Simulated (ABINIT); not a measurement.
### KCaF3 (Pm-3m): G0W0 with ABINIT, start to end

It takes space group Pm-3m (No. 221, cubic). Conventional cell: a = 4.482 Å, b = 4.482 Å, c = 4.482 Å, α = 90.00°, β = 90.00°, γ = 90.00°. K has 12 F at 3.17 Å nearest. Ca has 6 F at 2.24 Å nearest. Nearest to F lie 2 Ca at 2.24 Å and 4 K at 3.17 Å. Farther neighbours, and contacts between anions beyond the nearest, are not listed.

```xyz
5
Lattice="4.4817 0.0000 0.0000 0.0000 4.4817 0.0000 0.0000 0.0000 4.4817" Properties=species:S:1:pos:R:3 pbc="T T T"
K     2.2409    2.2409    2.2409
Ca    0.0000    0.0000    0.0000
F     0.0000    2.2409    0.0000
F     0.0000    0.0000    2.2409
F     2.2409    0.0000    0.0000
```

```
method               : RPA screening on PBEsol, plane waves, norm-conserving pseudopotentials (and 2 further levels or steps)
program              : ABINIT 10.8.3
settings             : cutoff 36 Ha, PseudoDojo scalar-relativistic 0.4.1 standard, norm-conserving, ngkpt (2, 2, 2), nband 79, ecuteps 3.9 Ha, inclvkb 2, shiftk (0, 0, 0), symchi 1, awtr 1, frequency ppm, 2×2×2 k-mesh
cost                 : 5 runs, 4.9 min in all on 4 MPI ranks of Intel Xeon Platinum 8259CL at 2.50GHz (Skylake/Cascade Lake), shared host
notes                : The cell and positions are those that the Materials Project relaxed with its own functionals (PBE, PBE+U or r2SCAN), kept fixed. The 2×2×2 mesh is coarse for this cell, which bears on the long-range parts of exchange and screening.
PBEsol gap           : 6.06 eV, indirect
G0W0 gap on the mesh : 9.53 eV
GW settings          : 2×2×2 mesh, 79 bands, screening to 106.1 eV, Godby-Needs plasmon pole
known limits         : short of the basis limit; coarse k mesh
```

G0W0 moves the gap on the mesh from 6.06 eV to 9.53 eV (+3.47 eV), with Z of 0.81 and 0.90 at the edges. Local fields lower the RPA ε∞ on this mesh from 2.16 to 2.00; a Γ-centred mesh this coarse tends to raise both, most where the direct gap is narrow, while a short band sum lowers them.

[Long decimals in the printed logs are rounded to 6 places.]

[Logs are printed without paths, hosts, clocks, repeated set-up lines and the standing remarks that a program may print on its own settings, such as how far it seeks lower states.]

[Paths, hosts, dates, memory and timing lines, banners, echoed tables and standing remarks are left out of the program output; an Ansatz launch command may be rebuilt from the run's recorded settings. Measured values are a selection of at most five: reports struck by readers or far from the other reports are left out. None is set beside runs whose start may be inverted or whose files or cutoffs have a known fault.]

[Runs of the session that timed out or met a known fault of the program may be left out.]

[Hosts, paths, dates, database ids (printed as entryN), source tags and the programs' standing remarks are cut or masked in the printed files.]

[G0W0 gaps are taken among the corrected bands and points alone; a level outside them can change the order at an edge.]

[Where Ansatz stands beside ABINIT at settings called matched, ABINIT's density can come from a denser mesh and the files from another edition; pairs whose starting gaps differed by over 0.03 eV were left out, so agreement reads better than it is.]
